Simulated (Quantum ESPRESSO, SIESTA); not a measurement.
# Deformation of the band gap of zincblende ZnSe under volume change, QE, PBEsol

Calculated with Quantum ESPRESSO 7.5: PBEsol; plane waves, GBRV 1.5 ultrasoft, 45/270 Ry; k-mesh 7×7×7. The volume is changed from typed lattice constants. The typed cell is scaled evenly, with no relaxation, and each row is a single point. The gap is that between the highest filled and lowest empty Kohn-Sham level on the mesh.

```
volume change (%)  gap on the mesh (eV)
               -8                 1.341
               -6                 1.255
               -4                     ?
               -2                 1.093
                0                 1.016
               +2                0.9415
               +4                0.8702
               +6                0.8017
               +8                0.7356
```

**Question.** Fit a second-order form in the logarithmic strain to the rows given and interpolate to the withheld row.

**Working.**

With u = ln[(1 + ε)/(1 + ε0)], counted from the row at ε0 = +0 % where y0 = 1.016, a second-order form y = y0 + a u + b u² makes v = (y − y0)/u a line in u.

```
         u         v
-0.0833816  -3.89774
-0.0618754  -3.86260
-0.0202027  -3.81137
 0.0198026  -3.76213
 0.0392207  -3.71742
 0.0582689  -3.67778
 0.0769610  -3.64340
```

With n = 7: mean u = 0.00411337, mean v = -3.76749, Σ(u − ū)² = 0.022319, Σ(u − ū)(v − v̄) = 0.034480. Slope b = 0.034480 / 0.022319 = 1.5448; intercept a = v̄ − b ū = -3.7738.

At the withheld row u = -0.04082, v = a + b u = -3.837, and y = y0 + u v.

Prediction at -4: 1.173 eV. The run gave 1.172 eV, so the fit is high by 6.3e-4 eV (0.054 % of the value).

The first-order term, -3.77 eV per unit of ln V, is the slope of the fitted parabola at ε0; it is a deformation potential only where one valley holds the gap over the whole range, and a kink or a flat stretch in the table makes it differ from the local slope. The second-order term makes up 1.6 % of v at the withheld row. Among the rows given, the largest miss of the fit is at +8, by 8.9e-4 eV (0.15 % of the range of the table).

Limits: The nuclei are static. The DFT runs use Fermi–Dirac occupations of width 0.01 eV, and energies are free energies. The mesh holds the band edges only if they lie on it, and semilocal functionals put gaps under measured ones.

[Logs are printed without paths, hosts, clocks, repeated set-up lines and the standing remarks that a program may print on its own settings, such as how far it seeks lower states.]

[Hosts, paths, dates, database ids (printed as entryN), source tags and the programs' standing remarks are cut or masked in the printed files.]
